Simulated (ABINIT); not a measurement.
# Beyond one shot: SnO2 (Cassiterite), part 2 of 3

Wanted: G0W0 and self-consistent gaps of SnO2 (Cassiterite), with the cost of the cycles.

ABINIT 10.8.3; PBE and many-body steps on it, plane waves. Known limits of the many-body steps: not at the basis limit; no spin-orbit coupling; coarse k mesh.

So far. Step 4 (G0W0): The gap on the mesh goes from 1.28 eV to 2.88 eV, a correction of +1.60 eV. Step 5 (QSGW, cycle 1): Against G0W0 in ABINIT (2×2×4 mesh, 63 bands, screening to 87.1 eV, Godby-Needs plasmon pole), the gap moves by +0.253 eV.

## 6. Screening, 2×2×4 mesh, 63 bands, screening to 87.1 eV

This step: RPA screening on PBE, plane waves, norm-conserving pseudopotentials.

run.abi

```
acell 3*1.0 Angstrom
rprim 
  4.738000000000 0.000000000000 0.000000000000
  0.000000000000 4.738000000000 0.000000000000
  0.000000000000 0.000000000000 3.186500000000
ntypat 2
znucl 50 8
natom 6
typat 1 1 2 2 2 2
xred 
  0.000000000000 0.000000000000 0.000000000000
  0.500000000000 0.500000000000 0.500000000000
  0.307100000000 0.307100000000 0.000000000000
  0.192900000000 0.807100000000 0.500000000000
  0.692900000000 0.692900000000 0.000000000000
  0.807100000000 0.192900000000 0.500000000000
pp_dirpath "pseudos"
pseudos "Sn.upf, O.upf"
ecut 42
ngkpt 2 2 4
nshiftk 1
shiftk 0 0 0
kptopt 1
chksymbreak 0
istwfk *1
occopt 1
irdwfk 1
optdriver 3
nband 63
ecuteps 3.2
inclvkb 2
awtr 1
symchi 1
gwcalctyp 28
mbpt_sciss 2.816 eV
nqptdm 1
qptdm 
  0 0 0
indata_prefix "in"
outdata_prefix "out"
tmpdata_prefix "tmp"
```

On the command line:

```sh
$ OMP_NUM_THREADS=1 mpirun -n 8 abinit run.abi > log
```

Output:

```text
.Version 10.8.3 of ABINIT. v10.8.2 released Aug 2026.

 Symmetries : space group P4_2/m n m (#136); Bravais tP (primitive tetrag.)
[... echo of the input left out ...]
== DATASET  1 ==================================================================
-   mpi_nproc: 8, omp_nthreads: 1 (-1 if OMP is not activated)

--- !DatasetInfo
iteration_state: {dtset: 1, }
dimensions: {natom: 6, nkpt: 9, mband: 63, nsppol: 1, nspinor: 1, nspden: 1, mpw: 6312, }
cutoff_energies: {ecut:  42.0, pawecutdg:  -1.0, }
electrons: {nelect:   6.80000000E+01, charge:   0.00000000E+00, occopt:   1.00000000E+00, tsmear:   1.00000000E-02, }

 SCREENING: Calculation of the susceptibility and dielectric matrices

 Based on a program developped by R.W. Godby, V. Olevano, G. Onida, and L. Reining.
 Incorporated in ABINIT by V. Olevano, G.-M. Rignanese, and M. Torrent.
.Using double precision arithmetic ; gwpc =  8

[... cell and pseudopotentials left out ...]
--------------------------------------------------------------------------------

 ==== K-mesh for the wavefunctions ====
 Number of points in the irreducible wedge :     9
[... list of points left out ...]
 Together with 16 symmetry operations and time-reversal symmetry
 yields    16 points in the full Brillouin Zone.

 ==== Q-mesh for the screening function ====
 Number of points in the irreducible wedge :     9
[... list of points left out ...]
 Together with 16 symmetry operations and time-reversal symmetry
 yields    16 points in the full Brillouin Zone.

 setmesh: FFT mesh size selected  =    36x   36x   24
          total number of points  =        31104

 vcoul_init : cutoff-mode = AUXILIARY_FUNCTION
 q-points for optical limit:   1
     1)      0.000010    0.000020    0.000030

 Dielectric matrix will be calculated only for some
 selected q points provided by the user through the input variables
 nqptdm and qptdm

- screening: taking advantage of time-reversal symmetry
- Maximum band index for partially occupied states nbvw = 34
- Remaining bands to be divided among processors   nbcw = 29
- Number of bands treated by each node ~3

 rdqps: reading QP wavefunctions of the previous step
        looking for file in_QPS
 file not found, 1st iteration initialized with KS eigenelements

 screening : performing a first self-consistency
 update of the energies in W by a scissor operator
 applying a scissor operator of [eV] :   2.816

 Number of electrons calculated from density =   68.0000; Expected =   68.0000
 average of density, n =  0.140867
 r_s =    1.1923
 omega_plasma =   36.2043 [eV]

 calculating chi0 at frequencies [eV] :
  1    0.000000E+00    0.000000E+00
  2    0.000000E+00    3.620427E+01

--------------------------------------------------------------------------------
  q-point number  1        q = ( 0.000000, 0.000000, 0.000000) [r.l.u.]
--------------------------------------------------------------------------------
[... chi0 elements left out ...]
 For q-point:  0.000010 0.000020 0.000030
  dielectric constant =   3.8416
  dielectric constant without local fields =   3.9413

  Average fulfillment of the sum rule on Im[epsilon] for q-point    1 :     23.61  [%]
[... wings left out ...]
== END DATASET(S) ==============================================================
================================================================================

 -outvars: echo values of variables after computation  --------
           etotal      0.0000000000E+00
            nband          63
             nkpt           9
          spgroup         136
 [... the other variables as echoed above ...]

 Calculation completed.
```

The job ended after 9.7 s (8 MPI ranks of Arm Neoverse V1, shared host; peak memory 2.5 GiB; 77 s of CPU time).

This step gave:

```yaml
eps_infinity_with_local_fields_on_this_mesh_along_the_program_s_q_direction: 3.842
the_same_without_local_fields: 3.941
plasma_frequency: 36.20 eV
plane_waves_in_the_screening_matrix: 137
```

This screening uses the functional's bands under a rigid shift, the mean opening of the cycle before.

## 7. Screening, 2×2×4 mesh, 63 bands, screening to 87.1 eV

This step: RPA screening on PBE from quasiparticle energies and orbitals, plane waves, norm-conserving pseudopotentials.

Edit run.abi of step 6 so:

```diff
@@ -33,7 +33,14 @@
 symchi 1
+irdqps 1
 gwcalctyp 28
-mbpt_sciss 2.816 eV
-nqptdm 1
+nqptdm 8
 qptdm 
-  0 0 0
+  0.5000000000 0.0000000000 0.0000000000
+  0.5000000000 0.5000000000 0.0000000000
+  0.0000000000 0.0000000000 0.2500000000
+  0.5000000000 0.0000000000 0.2500000000
+  0.5000000000 0.5000000000 0.2500000000
+  0.0000000000 0.0000000000 0.5000000000
+  0.5000000000 0.0000000000 0.5000000000
+  0.5000000000 0.5000000000 0.5000000000
 indata_prefix "in"
```

mrgscr.stdin

```
2
merged
q0_SCR
out_SCR
1
```

On the command line:

```sh
$ OMP_NUM_THREADS=1 mpirun -n 8 abinit run.abi > log; mrgscr < mrgscr.stdin
```

Output:

```text
.Version 10.8.3 of ABINIT. v10.8.2 released Aug 2026.

 Symmetries : space group P4_2/m n m (#136); Bravais tP (primitive tetrag.)
[... echo of the input left out ...]
== DATASET  1 ==================================================================
-   mpi_nproc: 8, omp_nthreads: 1 (-1 if OMP is not activated)

--- !DatasetInfo
iteration_state: {dtset: 1, }
dimensions: {natom: 6, nkpt: 9, mband: 63, nsppol: 1, nspinor: 1, nspden: 1, mpw: 6312, }
cutoff_energies: {ecut:  42.0, pawecutdg:  -1.0, }
[...]
q-point number  1        q = ( 0.500000, 0.000000, 0.000000) [r.l.u.]
--------------------------------------------------------------------------------
[... chi0 elements left out ...]
  Average fulfillment of the sum rule on Im[epsilon] for q-point    2 :     31.26  [%]

--------------------------------------------------------------------------------
  q-point number  2        q = ( 0.500000, 0.500000, 0.000000) [r.l.u.]
--------------------------------------------------------------------------------
[... chi0 elements left out ...]
  Average fulfillment of the sum rule on Im[epsilon] for q-point    3 :     28.81  [%]

 [... 6 further q-points ...]
```

The job ended after 8.6 s (8 MPI ranks; peak memory 2 GiB; 68 s of CPU time).

Numbers from this step:

* plasma frequency: 36.20 eV
* plane waves in the screening matrix: 137

This screening reads the quasiparticle levels of the cycle before.

## 8. QSGW, cycle 2

The corrected levels of the last cycle go back in.

This step: QSGW on PBE, plane waves, norm-conserving pseudopotentials.

Edit run.abi of step 7 so:

```diff
@@ -27,12 +27,10 @@
 irdwfk 1
-optdriver 3
+optdriver 4
 nband 63
-ecuteps 3.2
-inclvkb 2
-awtr 1
-symchi 1
-irdqps 1
 gwcalctyp 28
-nqptdm 8
-qptdm 
+ecutsigx 42
+symsigma 0
+nkptgw 9
+kptgw 
+  0.0000000000 0.0000000000 0.0000000000
   0.5000000000 0.0000000000 0.0000000000
@@ -45,2 +43,17 @@
   0.5000000000 0.5000000000 0.5000000000
+bdgw 
+  23 40
+  23 40
+  23 40
+  23 40
+  23 40
+  23 40
+  23 40
+  23 40
+  23 40
+ecuteps 3.2
+irdscr 1
+ppmodel 1
+irdqps 1
+rhoqpmix 0.3
 indata_prefix "in"
```

On the command line:

```sh
$ OMP_NUM_THREADS=1 mpirun -n 8 abinit run.abi > log
```

Output:

```text
.Version 10.8.3 of ABINIT. v10.8.2 released Aug 2026.

 Symmetries : space group P4_2/m n m (#136); Bravais tP (primitive tetrag.)
[... echo of the input left out ...]
== DATASET  1 ==================================================================
-   mpi_nproc: 8, omp_nthreads: 1 (-1 if OMP is not activated)

--- !DatasetInfo
iteration_state: {dtset: 1, }
dimensions: {natom: 6, nkpt: 9, mband: 63, nsppol: 1, nspinor: 1, nspden: 1, mpw: 6312, }
cutoff_energies: {ecut:  42.0, pawecutdg:  -1.0, }
[...]
.  kptgw no:  3; Maximum DeltaE = (  -0.321   0.000) for band index: 11
[...]
.  kptgw no:  8; Maximum DeltaE = (  -0.273   0.002) for band index: 10
.  kptgw no:  9; Maximum DeltaE = (  -0.318   0.000) for band index: 11

== END DATASET(S) ==============================================================
================================================================================

 -outvars: echo values of variables after computation  --------
           etotal      0.0000000000E+00
            nband          63
             nkpt           9
          spgroup         136
 [... the other variables as echoed above ...]

 Calculation completed.
```

Run time: 35 s. Hardware: 8 MPI ranks; peak memory 3.5 GiB; 4.6 min of CPU time.

Numbers from this step:

```
quasiparticle gap on the mesh                         : 3.584 eV
gap of the density functional on the mesh             : 1.284 eV
k of the valence top                                  : 0, 0, 0
k of the conduction bottom                            : 0, 0, 0
least direct quasiparticle gap on the computed points : 3.584 eV
```

Against the cycle before, the gap moves by +0.450 eV.

## 9. Screening, 2×2×4 mesh, 63 bands, screening to 87.1 eV

This step: RPA screening on PBE, plane waves, norm-conserving pseudopotentials.

run.abi

```
acell 3*1.0 Angstrom
rprim 
  4.738000000000 0.000000000000 0.000000000000
  0.000000000000 4.738000000000 0.000000000000
  0.000000000000 0.000000000000 3.186500000000
ntypat 2
znucl 50 8
natom 6
typat 1 1 2 2 2 2
xred 
  0.000000000000 0.000000000000 0.000000000000
  0.500000000000 0.500000000000 0.500000000000
  0.307100000000 0.307100000000 0.000000000000
  0.192900000000 0.807100000000 0.500000000000
  0.692900000000 0.692900000000 0.000000000000
  0.807100000000 0.192900000000 0.500000000000
pp_dirpath "pseudos"
pseudos "Sn.upf, O.upf"
ecut 42
ngkpt 2 2 4
nshiftk 1
shiftk 0 0 0
kptopt 1
chksymbreak 0
istwfk *1
occopt 1
irdwfk 1
optdriver 3
nband 63
ecuteps 3.2
inclvkb 2
awtr 1
symchi 1
gwcalctyp 28
mbpt_sciss 3.179 eV
nqptdm 1
qptdm 
  0 0 0
indata_prefix "in"
outdata_prefix "out"
tmpdata_prefix "tmp"
```

Output:

```text
.Version 10.8.3 of ABINIT. v10.8.2 released Aug 2026.

 Symmetries : space group P4_2/m n m (#136); Bravais tP (primitive tetrag.)
[... echo of the input left out ...]
== DATASET  1 ==================================================================
-   mpi_nproc: 8, omp_nthreads: 1 (-1 if OMP is not activated)

--- !DatasetInfo
iteration_state: {dtset: 1, }
dimensions: {natom: 6, nkpt: 9, mband: 63, nsppol: 1, nspinor: 1, nspden: 1, mpw: 6312, }
cutoff_energies: {ecut:  42.0, pawecutdg:  -1.0, }
[...]
[... chi0 elements left out ...]
 For q-point:  0.000010 0.000020 0.000030
  dielectric constant =   3.7459
  dielectric constant without local fields =   3.8408

  Average fulfillment of the sum rule on Im[epsilon] for q-point    1 :     23.96  [%]
[... wings left out ...]
== END DATASET(S) ==============================================================
================================================================================

 -outvars: echo values of variables after computation  --------
           etotal      0.0000000000E+00
            nband          63
             nkpt           9
          spgroup         136
 [... the other variables as echoed above ...]

 Calculation completed.
```

It took 9.4 s on 8 MPI ranks; peak memory 2.5 GiB.

This step gave:

```yaml
eps_infinity_with_local_fields_on_this_mesh_along_the_program_s_q_direction: 3.746
the_same_without_local_fields: 3.841
plasma_frequency: 36.20 eV
plane_waves_in_the_screening_matrix: 137
```

This screening uses the functional's bands under a rigid shift, the mean opening of the cycle before.

## 10. Screening, 2×2×4 mesh, 63 bands, screening to 87.1 eV

This step: RPA screening on PBE from quasiparticle energies and orbitals, plane waves, norm-conserving pseudopotentials.

Edit run.abi of step 9 so:

```diff
@@ -33,7 +33,14 @@
 symchi 1
+irdqps 1
 gwcalctyp 28
-mbpt_sciss 3.179 eV
-nqptdm 1
+nqptdm 8
 qptdm 
-  0 0 0
+  0.5000000000 0.0000000000 0.0000000000
+  0.5000000000 0.5000000000 0.0000000000
+  0.0000000000 0.0000000000 0.2500000000
+  0.5000000000 0.0000000000 0.2500000000
+  0.5000000000 0.5000000000 0.2500000000
+  0.0000000000 0.0000000000 0.5000000000
+  0.5000000000 0.0000000000 0.5000000000
+  0.5000000000 0.5000000000 0.5000000000
 indata_prefix "in"
```

mrgscr.stdin is that of step 7.

On the command line:

```sh
$ OMP_NUM_THREADS=1 mpirun -n 8 abinit run.abi > log; mrgscr < mrgscr.stdin
```

Output:

```text
.Version 10.8.3 of ABINIT. v10.8.2 released Aug 2026.

 Symmetries : space group P4_2/m n m (#136); Bravais tP (primitive tetrag.)
[... echo of the input left out ...]
== DATASET  1 ==================================================================
-   mpi_nproc: 8, omp_nthreads: 1 (-1 if OMP is not activated)

--- !DatasetInfo
iteration_state: {dtset: 1, }
dimensions: {natom: 6, nkpt: 9, mband: 63, nsppol: 1, nspinor: 1, nspden: 1, mpw: 6312, }
cutoff_energies: {ecut:  42.0, pawecutdg:  -1.0, }
[...]
q-point number  1        q = ( 0.500000, 0.000000, 0.000000) [r.l.u.]
--------------------------------------------------------------------------------
[... chi0 elements left out ...]
  Average fulfillment of the sum rule on Im[epsilon] for q-point    2 :     31.50  [%]

--------------------------------------------------------------------------------
  q-point number  2        q = ( 0.500000, 0.500000, 0.000000) [r.l.u.]
--------------------------------------------------------------------------------
[... chi0 elements left out ...]
  Average fulfillment of the sum rule on Im[epsilon] for q-point    3 :     29.03  [%]

 [... 6 further q-points ...]
```

It took 8.4 s on 8 MPI ranks; peak memory 2 GiB.

This step gave:

```yaml
plasma_frequency: 36.20 eV
plane_waves_in_the_screening_matrix: 137
```

This screening reads the quasiparticle levels of the cycle before.

## 11. QSGW, cycle 3

This step: QSGW on PBE, plane waves, norm-conserving pseudopotentials.

Edit run.abi of step 10 so:

```diff
@@ -27,12 +27,10 @@
 irdwfk 1
-optdriver 3
+optdriver 4
 nband 63
-ecuteps 3.2
-inclvkb 2
-awtr 1
-symchi 1
-irdqps 1
 gwcalctyp 28
-nqptdm 8
-qptdm 
+ecutsigx 42
+symsigma 0
+nkptgw 9
+kptgw 
+  0.0000000000 0.0000000000 0.0000000000
   0.5000000000 0.0000000000 0.0000000000
@@ -45,2 +43,17 @@
   0.5000000000 0.5000000000 0.5000000000
+bdgw 
+  23 40
+  23 40
+  23 40
+  23 40
+  23 40
+  23 40
+  23 40
+  23 40
+  23 40
+ecuteps 3.2
+irdscr 1
+ppmodel 1
+irdqps 1
+rhoqpmix 0.3
 indata_prefix "in"
```

On the command line:

```sh
$ OMP_NUM_THREADS=1 mpirun -n 8 abinit run.abi > log
```

Output:

```text
.Version 10.8.3 of ABINIT. v10.8.2 released Aug 2026.

 Symmetries : space group P4_2/m n m (#136); Bravais tP (primitive tetrag.)
[... echo of the input left out ...]
== DATASET  1 ==================================================================
-   mpi_nproc: 8, omp_nthreads: 1 (-1 if OMP is not activated)

--- !DatasetInfo
iteration_state: {dtset: 1, }
dimensions: {natom: 6, nkpt: 9, mband: 63, nsppol: 1, nspinor: 1, nspden: 1, mpw: 6312, }
cutoff_energies: {ecut:  42.0, pawecutdg:  -1.0, }
[...]
.  kptgw no:  3; Maximum DeltaE = (  -0.064   0.010) for band index:  6
[...]
.  kptgw no:  8; Maximum DeltaE = (  -0.062  -0.000) for band index:  8
.  kptgw no:  9; Maximum DeltaE = (  -0.063   0.002) for band index: 10

== END DATASET(S) ==============================================================
================================================================================

 -outvars: echo values of variables after computation  --------
           etotal      0.0000000000E+00
            nband          63
             nkpt           9
          spgroup         136
 [... the other variables as echoed above ...]

 Calculation completed.
```

Wall time 35 s (8 MPI ranks); peak memory 3.5 GiB; 4.6 min of CPU time.

Numbers from this step:

```yaml
quasiparticle_gap_on_the_mesh: 3.696 eV
gap_of_the_density_functional_on_the_mesh: 1.284 eV
k_of_the_valence_top: 0, 0, 0
k_of_the_conduction_bottom: 0, 0, 0
least_direct_quasiparticle_gap_on_the_computed_points: 3.696 eV
```

Against the cycle before, the gap moves by +0.112 eV.

## 12. Screening, 2×2×4 mesh, 63 bands, screening to 87.1 eV

This step: RPA screening on PBE, plane waves, norm-conserving pseudopotentials.

run.abi

```
acell 3*1.0 Angstrom
rprim 
  4.738000000000 0.000000000000 0.000000000000
  0.000000000000 4.738000000000 0.000000000000
  0.000000000000 0.000000000000 3.186500000000
ntypat 2
znucl 50 8
natom 6
typat 1 1 2 2 2 2
xred 
  0.000000000000 0.000000000000 0.000000000000
  0.500000000000 0.500000000000 0.500000000000
  0.307100000000 0.307100000000 0.000000000000
  0.192900000000 0.807100000000 0.500000000000
  0.692900000000 0.692900000000 0.000000000000
  0.807100000000 0.192900000000 0.500000000000
pp_dirpath "pseudos"
pseudos "Sn.upf, O.upf"
ecut 42
ngkpt 2 2 4
nshiftk 1
shiftk 0 0 0
kptopt 1
chksymbreak 0
istwfk *1
occopt 1
irdwfk 1
optdriver 3
nband 63
ecuteps 3.2
inclvkb 2
awtr 1
symchi 1
gwcalctyp 28
mbpt_sciss 3.283 eV
nqptdm 1
qptdm 
  0 0 0
indata_prefix "in"
outdata_prefix "out"
tmpdata_prefix "tmp"
```

Output:

```text
.Version 10.8.3 of ABINIT. v10.8.2 released Aug 2026.

 Symmetries : space group P4_2/m n m (#136); Bravais tP (primitive tetrag.)
[... echo of the input left out ...]
== DATASET  1 ==================================================================
-   mpi_nproc: 8, omp_nthreads: 1 (-1 if OMP is not activated)

--- !DatasetInfo
iteration_state: {dtset: 1, }
dimensions: {natom: 6, nkpt: 9, mband: 63, nsppol: 1, nspinor: 1, nspden: 1, mpw: 6312, }
cutoff_energies: {ecut:  42.0, pawecutdg:  -1.0, }
[...]
[... chi0 elements left out ...]
 For q-point:  0.000010 0.000020 0.000030
  dielectric constant =   3.7199
  dielectric constant without local fields =   3.8135

  Average fulfillment of the sum rule on Im[epsilon] for q-point    1 :     24.05  [%]
[... wings left out ...]
== END DATASET(S) ==============================================================
================================================================================

 -outvars: echo values of variables after computation  --------
           etotal      0.0000000000E+00
            nband          63
             nkpt           9
          spgroup         136
 [... the other variables as echoed above ...]

 Calculation completed.
```

Wall time 9.6 s (8 MPI ranks); peak memory 2.5 GiB; 76 s of CPU time.

This step gave:

| Property | Result |
| --- | --- |
| ε∞ with local fields, on this mesh, along the program's q direction | 3.720 |
| the same without local fields | 3.813 |
| plasma frequency | 36.20 eV |
| plane waves in the screening matrix | 137 |

This screening uses the functional's bands under a rigid shift, the mean opening of the cycle before.

## 13. Screening, 2×2×4 mesh, 63 bands, screening to 87.1 eV

This step: RPA screening on PBE from quasiparticle energies and orbitals, plane waves, norm-conserving pseudopotentials.

Edit run.abi of step 12 so:

```diff
@@ -33,7 +33,14 @@
 symchi 1
+irdqps 1
 gwcalctyp 28
-mbpt_sciss 3.283 eV
-nqptdm 1
+nqptdm 8
 qptdm 
-  0 0 0
+  0.5000000000 0.0000000000 0.0000000000
+  0.5000000000 0.5000000000 0.0000000000
+  0.0000000000 0.0000000000 0.2500000000
+  0.5000000000 0.0000000000 0.2500000000
+  0.5000000000 0.5000000000 0.2500000000
+  0.0000000000 0.0000000000 0.5000000000
+  0.5000000000 0.0000000000 0.5000000000
+  0.5000000000 0.5000000000 0.5000000000
 indata_prefix "in"
```

mrgscr.stdin is that of step 10.

On the command line:

```sh
$ OMP_NUM_THREADS=1 mpirun -n 8 abinit run.abi > log; mrgscr < mrgscr.stdin
```

Output:

```text
.Version 10.8.3 of ABINIT. v10.8.2 released Aug 2026.

 Symmetries : space group P4_2/m n m (#136); Bravais tP (primitive tetrag.)
[... echo of the input left out ...]
== DATASET  1 ==================================================================
-   mpi_nproc: 8, omp_nthreads: 1 (-1 if OMP is not activated)

--- !DatasetInfo
iteration_state: {dtset: 1, }
dimensions: {natom: 6, nkpt: 9, mband: 63, nsppol: 1, nspinor: 1, nspden: 1, mpw: 6312, }
cutoff_energies: {ecut:  42.0, pawecutdg:  -1.0, }
[...]
q-point number  1        q = ( 0.500000, 0.000000, 0.000000) [r.l.u.]
--------------------------------------------------------------------------------
[... chi0 elements left out ...]
  Average fulfillment of the sum rule on Im[epsilon] for q-point    2 :     31.55  [%]

--------------------------------------------------------------------------------
  q-point number  2        q = ( 0.500000, 0.500000, 0.000000) [r.l.u.]
--------------------------------------------------------------------------------
[... chi0 elements left out ...]
  Average fulfillment of the sum rule on Im[epsilon] for q-point    3 :     29.07  [%]

 [... 6 further q-points ...]
```

Elapsed: 8.8 s, on 8 MPI ranks; peak memory 2 GiB.

Numbers from this step:

- plasma frequency: 36.20 eV
- plane waves in the screening matrix: 137

This screening reads the quasiparticle levels of the cycle before.

(Part 2 of 3 ends here.)

[Paths, hosts, dates, memory and timing lines, banners, echoed tables and standing remarks are left out of the program output.]

[Logs are printed without paths, hosts, clocks, repeated set-up lines and the standing remarks that a program may print on its own settings, such as how far it seeks lower states.]

[Runs of the session that timed out or met a known fault of the program may be left out.]

[Hosts, paths, dates, database ids (printed as entryN), source tags and the programs' standing remarks are cut or masked in the printed files.]

[G0W0 gaps are taken among the corrected bands and points alone; a level outside them can change the order at an edge.]

[Where Ansatz stands beside ABINIT at settings called matched, ABINIT's density can come from a denser mesh and the files from another edition; pairs whose starting gaps differed by over 0.03 eV were left out, so agreement reads better than it is.]
